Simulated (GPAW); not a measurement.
**Optical response of TiO2 (Anatase)**

Wanted: where TiO2 (Anatase) starts to absorb, how strongly, and its refractive index.

Method: DFT, PBE, plane-wave PAW (GPAW data sets), scalar-relativistic, RPA, optical limit, in GPAW 26.7.0.

This is a report of a sequence of runs, with most program output left out.

## Step 1: Set-up

The structure is tetragonal, space group I4_1/amd (No. 141). The conventional cell has a = 3.784 Å, b = 3.784 Å, c = 9.515 Å, α = 90.00°, β = 90.00°, γ = 90.00°. Ti has 6 O at 1.93 to 1.98 Å nearest. Nearest to O lie 3 Ti at 1.93 to 1.98 Å. Farther neighbours and most contacts between anions are not listed.

Structure file:

```cif
data_structure
_symmetry_space_group_name_H-M 'I4_1/amd:1'
_symmetry_Int_Tables_number 141
_cell_length_a 3.7842
_cell_length_b 3.7842
_cell_length_c 9.5146
_cell_angle_alpha 90.000
_cell_angle_beta 90.000
_cell_angle_gamma 90.000
_cell_volume 136.25
loop_
_atom_site_label
_atom_site_type_symbol
_atom_site_symmetry_multiplicity
_atom_site_Wyckoff_symbol
_atom_site_fract_x
_atom_site_fract_y
_atom_site_fract_z
_atom_site_occupancy
Ti1 Ti 4 a 0.00000 0.50000 0.25000 1
O1 O 8 e 0.50000 0.50000 0.29190 1
```

## Step 2: Ground state

The self-consistent density comes first; it also tells whether there is a gap, which decides the occupations and the need for a Drude term.

This step: DFT, PBE, plane-wave PAW (GPAW data sets), scalar-relativistic, ground state (GPAW 26.7.0).

File gs.py:

```python
from ase import Atoms
from ase.dft.bandgap import bandgap
from gpaw import GPAW, PW, FermiDirac

atoms = Atoms(['Ti', 'Ti', 'O', 'O', 'O', 'O'],
              cell=[[-1.892100000000, 1.892100000000, 4.757300000000],
                    [1.892100000000, -1.892100000000, 4.757300000000],
                    [1.892100000000, 1.892100000000, -4.757300000000]],
              scaled_positions=[[0.750000000000, 0.250000000000, 0.500000000000],
                                [0.000000000000, 0.000000000000, 0.000000000000],
                                [0.791900000000, 0.791900000000, 0.000000000000],
                                [0.541900000000, 0.041900000000, 0.500000000000],
                                [0.958100000000, 0.458100000000, 0.500000000000],
                                [0.208100000000, 0.208100000000, 0.000000000000]],
              pbc=[True, True, True])
atoms.calc = GPAW(mode=PW(550), xc='PBE', kpts={'size': (9, 9, 9), 'gamma': True},
                  occupations=FermiDirac(0.05), maxiter=150, txt='gs.txt')
print('energy (eV)', atoms.get_potential_energy())
print('Fermi level (eV)', atoms.calc.get_fermi_level())
print('valence electrons', atoms.calc.get_number_of_electrons())
print('gap (eV)', bandgap(atoms.calc, output=None)[0])
print('direct gap (eV)', bandgap(atoms.calc, direct=True, output=None)[0])
atoms.calc.write('gs.gpw')
```

The run is started by

```console
OMP_NUM_THREADS=1 python gs.py
```

The job ended after 2.5 min (1 thread of Arm Neoverse V2, shared host; peak memory 0.29 GiB).

Read-outs, printed or worked out from the files:

* energy: -51.5639 eV
* Fermi energy: 5.150 eV
* gap on the k-mesh: 2.128 eV
* direct gap on the mesh: 2.478 eV
* electrons: 48

There is a gap, 2.13 eV on this mesh (points off the mesh can give less), so no carriers' term is needed.

## Step 3: Bands for the response

The response needs many more empty bands than the density does.

This step: DFT, PBE, plane-wave PAW (GPAW data sets), scalar-relativistic, bands at fixed density (GPAW 26.7.0).

File nscf.py:

```python
from ase.dft.bandgap import bandgap
from gpaw import GPAW, FermiDirac

calc = GPAW('gs.gpw').fixed_density(kpts={'size': (11, 11, 11), 'gamma': True}, nbands=68, convergence={'bands': 62},
                                    occupations=FermiDirac(0.001), txt='nscf.txt')
print('gap (eV)', bandgap(calc, output=None)[0])
print('direct gap (eV)', bandgap(calc, direct=True, output=None)[0])
print('top band over the Fermi level (eV)', min(calc.get_eigenvalues(kpt=k)[61] for k in range(len(calc.get_ibz_k_points()))) - calc.get_fermi_level())
calc.write('full.gpw', mode='all')
```

The run is started by

```console
OMP_NUM_THREADS=1 python nscf.py
```

Elapsed: 10 min, on 1 thread; peak memory 0.55 GiB.

Numbers from this step:

| Quantity | Value |
| --- | --- |
| gap on the k-mesh | 2.131 eV |
| direct gap on the mesh | 2.477 eV |

## Step 4: Dielectric function, RPA

Local fields let the induced charge screen the field inside the cell, which as a rule lowers ε, most along directions where the density is uneven.

This step: DFT, PBE, plane-wave PAW (GPAW data sets), scalar-relativistic, RPA, optical limit (GPAW 26.7.0).

File df.py:

```python
from gpaw.response.df import DielectricFunction

df = DielectricFunction('full.gpw', frequencies={'type': 'nonlinear', 'domega0': 0.03, 'omega2': 8},
                        ecut=50,
                        eta=0.12,
                        nbands=62,
                        txt='df.txt')
for direction in ['x', 'z']:
    df.get_dielectric_function(xc='RPA', direction=direction, filename=f'df_{direction}.csv')
```

The run is started by

```console
OMP_NUM_THREADS=1 python df.py
```

It took 2 min on 1 thread; peak memory 0.34 GiB.

Read-outs, printed or worked out from the files:

| Quantity | Value |
| --- | --- |
| electronic dielectric constant ε∞, mean over x, y and z (by symmetry where fewer were run) | 5.917 |
| main peak of Im epsilon, first axis | 4.899 eV |

Some rows of df_x.csv (energy; Re and Im without local fields; Re and Im with them):

```text
0.000000, 6.218830, -0.000000, 6.069430, -0.000000
0.429336, 6.260300, 0.023580, 6.109288, 0.022656
0.878195, 6.399858, 0.052596, 6.243278, 0.050449
1.347938, 6.682502, 0.096149, 6.513958, 0.091909
1.840057, 7.225912, 0.184704, 7.031864, 0.175437
2.356191, 8.489547, 0.638152, 8.225609, 0.599321
2.898142, 8.596829, 2.804997, 8.342719, 2.610584
3.467895, 9.663342, 4.849237, 9.458850, 4.387596
4.067647, 5.981572, 7.952709, 6.383567, 7.670167
4.699832, 4.491144, 6.931159, 4.691311, 6.929133
5.367152, 0.682163, 6.172843, 0.824284, 6.573637
6.072622, 1.937081, 3.891544, 1.709536, 4.054897
6.819608, 2.438926, 5.893524, 2.232531, 5.867730
7.611886, -0.699531, 4.740441, -0.942928, 4.643306
8.453705, -0.535472, 3.033230, -0.823024, 3.175356
9.349861, -0.319858, 2.419431, -0.522548, 2.351866
10.305790, 0.025304, 1.402311, -0.196203, 1.310660
11.327680, 0.393699, 1.121387, 0.223687, 0.993306
12.422601, 0.569122, 1.086940, 0.438587, 0.935461
13.598673, 0.859558, 1.012751, 0.779932, 0.828818
```

Values under the direct gap are tails of Lorentzian lines. The Im ε by photon energy; read off at these points:

```
photon energy (eV)   E ∥ x   E ∥ z
             0.000       0       0
             0.250  0.0130  0.0101
             0.500  0.0266  0.0207
             0.750  0.0418  0.0322
             1.000  0.0595  0.0454
             1.250  0.0815  0.0612
             1.500   0.111  0.0811
             1.750   0.154   0.107
             2.000   0.228   0.145
             2.250   0.406   0.202
             2.500    1.11   0.304
             2.750    2.34   0.533
             3.000    2.40    1.19
             3.250    3.61    4.56
             3.500    4.62    6.90
             3.750    7.18    5.85
             4.000    7.61    5.64
             4.200    8.02    7.34
             4.250    7.97    7.54
             4.500    6.70    5.44
             4.750    7.32    4.09
             4.887    8.09    3.77
             5.000    7.89    3.18
             5.250    7.03    2.90
             5.500    5.69    2.87
             5.750    4.34    3.96
             6.000    4.10    3.80
             6.250    4.05    2.65
             6.500    4.57    2.94
             6.750    5.40    3.52
             7.000    5.59    4.00
             7.250    6.06    5.36
             7.323    6.23    5.72
             7.500    5.26    6.62
             7.750    4.29    7.26
             8.000    3.69    7.76
             8.208    3.33    8.41
             8.250    3.31    8.26
             8.500    3.12    6.31
             8.750    2.41    5.43
             9.000    2.35    6.11
             9.250    2.36    5.48
             9.500    2.18    3.60
             9.750    1.73    2.55
            10.000    1.51    1.77
            10.250    1.31    1.45
            10.500    1.24    1.18
            10.750    1.17   0.892
            11.000    1.09   0.682
            11.250    1.04   0.785
            11.500   0.960   0.577
            11.750    1.01   0.530
            12.000    1.07   0.685
            12.250    1.03   0.599
            12.500   0.902   0.527
            12.750   0.905   0.573
            13.000   0.791   0.537
            13.250   0.798   0.660
            13.500   0.833   0.843
            13.750   0.818   0.894
```

Re ε against photon energy:

```
photon energy (eV)   E ∥ x   E ∥ z
               0.0    6.07    5.61
               0.5    6.12    5.65
               1.0    6.30    5.79
               1.5    6.64    6.05
               2.0    7.29    6.50
               2.5    8.58    7.35
               3.0    8.45    9.51
               3.5    9.54    7.25
               4.0    6.68    5.91
               4.5    4.06    1.92
               5.0    2.60    2.32
               5.5   0.358    3.87
               6.0    1.61    2.82
               6.5    2.22    4.27
               7.0    1.08    4.94
               7.5   -1.01    4.46
               8.0  -0.961    2.34
               8.5  -0.892   -1.25
               9.0  -0.441  -0.970
               9.5  -0.749   -3.24
              10.0  -0.473   -2.28
              10.5  -0.128   -1.43
              11.0   0.140  -0.703
              11.5   0.346  -0.325
              12.0   0.479   0.200
              12.5   0.483   0.372
              13.0   0.629   0.675
              13.5   0.764   0.879
```

The refractive index n and extinction k by photon energy:

```
photon energy (eV)  n, E ∥ x  k, E ∥ x  n, E ∥ z  k, E ∥ z
               0.0      2.46         0      2.37         0
               0.5      2.47   0.00538      2.38   0.00435
               1.0      2.51    0.0119      2.41   0.00944
               1.5      2.58    0.0215      2.46    0.0165
               2.0      2.70    0.0422      2.55    0.0284
               2.5      2.94     0.190      2.71    0.0561
               3.0      2.93     0.409      3.09     0.192
               3.5      3.17     0.728      2.94      1.17
               4.0      2.90      1.31      2.65      1.06
               4.5      2.44      1.37      1.96      1.39
               5.0      2.33      1.69      1.77     0.900
               5.5      1.74      1.63      2.08     0.689
               6.0      1.74      1.18      1.94     0.977
               6.5      1.91      1.20      2.17     0.677
               7.0      1.84      1.52      2.38     0.842
               7.5      1.47      1.79      2.49      1.33
               8.0      1.19      1.55      2.29      1.70
               8.5      1.09      1.44      1.61      1.96
               9.0     0.989      1.19      1.61      1.89
               9.5     0.881      1.24     0.895      2.01
              10.0     0.746      1.01     0.551      1.61
              10.5     0.747     0.828     0.460      1.28
              11.0     0.788     0.693     0.373     0.917
              11.5     0.827     0.581     0.411     0.702
              12.0     0.909     0.589     0.676     0.506
              12.5     0.868     0.520     0.713     0.369
              13.0     0.906     0.437     0.877     0.306
              13.5     0.973     0.428      1.02     0.412
```

Reflectivity at normal incidence against photon energy; read off at these points:

```
photon energy (eV)  E ∥ x (%)  E ∥ z (%)
             0.000       17.9       16.5
             0.250       17.9       16.5
             0.500       18.0       16.6
             0.750       18.2       16.8
             1.000       18.5       17.0
             1.250       18.9       17.4
             1.500       19.4       17.8
             1.750       20.2       18.3
             2.000       21.1       19.1
             2.250       22.6       20.0
             2.500       24.4       21.3
             2.750       25.9       23.2
             3.000       25.0       26.3
             3.250       27.7       31.2
             3.343       27.7       32.0
             3.500       29.3       30.4
             3.750       31.9       26.9
             4.000       31.5       26.7
             4.200       32.0       30.5
             4.250       32.0       31.1
             4.500       28.9       26.6
             4.750       30.4       20.7
             5.000       33.2       16.5
             5.250       32.8       15.7
             5.500       31.6       16.5
             5.750       24.5       20.3
             6.000       21.8       19.2
             6.250       20.6       14.7
             6.500       22.8       17.4
             6.750       25.7       19.5
             7.000       29.1       21.5
             7.250       31.5       25.4
             7.500       36.7       28.6
             7.750       34.0       30.8
             8.000       33.7       33.2
             8.250       31.3       38.6
             8.500       32.4       39.5
             8.750       31.2       35.4
             9.000       26.4       38.0
             9.250       27.0       47.7
             9.500       30.4       53.1
             9.549       31.0       53.7
             9.750       27.9       53.4
             9.957       27.3       56.0
            10.000       26.8       55.8
            10.250       22.6       52.2
            10.500       20.1       51.3
            10.750       17.5       52.0
            11.000       14.3       45.3
            11.250       13.3       34.5
            11.500       10.0       33.8
            11.750       8.43       19.6
            12.000       8.91       11.8
            12.250       9.32       12.5
            12.500       7.65       7.13
            12.750       7.21       4.66
            13.000       5.23       3.02
            13.250       4.63       2.62
            13.500       4.51       3.99
            13.750       4.16       4.48
```

Values under the direct gap are tails of Lorentzian lines. Table of loss function −Im 1/ε at q → 0 by energy loss; read off at these points:

```
energy loss (eV)    E ∥ x    E ∥ z
            0.00        0        0
            0.50   7.1e-4   6.5e-4
            1.00  0.00150  0.00136
            1.50  0.00251  0.00222
            2.00  0.00428  0.00343
            2.50   0.0149  0.00562
            3.00   0.0311   0.0129
            3.50   0.0411   0.0689
            4.00   0.0742   0.0845
            4.50    0.109    0.163
            5.00    0.114    0.205
            5.50    0.175    0.124
            6.00    0.211    0.170
            6.50    0.177    0.110
            7.00    0.172   0.0991
            7.50    0.183    0.104
            8.00    0.254    0.118
            8.50    0.296    0.153
            9.00    0.410    0.160
            9.50    0.411    0.154
           10.00    0.602    0.212
           10.50    0.800    0.343
           11.00    0.901    0.715
           11.33    0.958    0.963
           11.50    0.922     1.32
           11.71    0.823     1.89
           12.00    0.778     1.35
           12.42    0.876     1.39
           12.50    0.861     1.27
           13.00    0.774    0.722
           13.50    0.652    0.568
```

Optical constants at common wavelengths, from n + ik = √ε:

```
wavelength (nm)   n x    k x  R (%) x   1/α x   n z    k z  R (%) z   1/α z
           1550  2.49  0.009     18.3   14 µm  2.39  0.007     16.8   17 µm
           1064  2.53  0.015     18.8  5.8 µm  2.42  0.011     17.2  7.4 µm
            800  2.59  0.023     19.6  2.8 µm  2.47  0.017     17.9  3.7 µm
            532  2.85  0.095     23.2  447 nm  2.64  0.043     20.4  980 nm
            450  3.01  0.394     25.8   91 nm  2.86  0.095     23.2  379 nm
            365  3.11  0.646     28.1   45 nm  3.18  1.081     31.8   27 nm
            248  2.34  1.689     33.2   12 nm  1.77  0.901     16.6   22 nm
```

Below the direct gap, k and the depth come from the tails of the Lorentzian lines, not from transitions.

Rows near the edge hang on the gap, which this functional as a rule makes too small, and phonon-assisted absorption is left out.

At 1064 nm the birefringence n(z) − n(x) is -0.107: the crystal is uniaxial negative at this level.

## Step 5: Summary of results

| Item | Value |
| --- | --- |
| electronic dielectric constant ε∞, mean over x, y and z (by symmetry where fewer were run) (RPA) | 5.92 |
| main peak of Im epsilon, first axis | 4.90 eV |

At this level (PBE, RPA) TiO2 has a mean ε∞ = 5.92 and n = 2.49 at 1550 nm (E ∥ x), and Im ε peaks at 4.9 eV (E ∥ x). On the mesh the gap is 2.13 eV and the least direct gap 2.48 eV, so on this mesh the band edges lie at different points. Local fields change the static value along x from 6.22 to 6.07 (-2 %). Distinct maxima of Im ε, read by a parabola through the highest points, lie at 4.21 eV (8.0), 4.90 eV (8.1), 6.88 eV (6.1) and 7.34 eV (6.2) for E ∥ x. The static values by axis are 6.07 (x), 5.61 (z). At 1064 nm the birefringence n(z) − n(x) is -0.107: the crystal is uniaxial negative at this level. Excitons and phonon-assisted transitions are missing; PBE gaps are as a rule too small, which pulls the onset down and ε∞ up. The sum runs over mesh points, so small or evenly spaced maxima can still be ripples of the mesh. In this version of GPAW the matrix elements of the optical limit are incomplete, which can lower ε − 1 by up to a tenth where first-row anions or d states rule, and shift it by more in d metals. Besides steps told in other documents, this task had 2 steps that ran out of time; those not told in a step above aren't shown.

[Machine, clock and banner lines and Python warnings are left out of the logs.]

[Logs are printed without paths, hosts, clocks, repeated set-up lines and the standing remarks that a program may print on its own settings, such as how far it seeks lower states.]

[Hosts, paths, dates, database ids (printed as entryN), source tags and the programs' standing remarks are cut or masked in the printed files.]
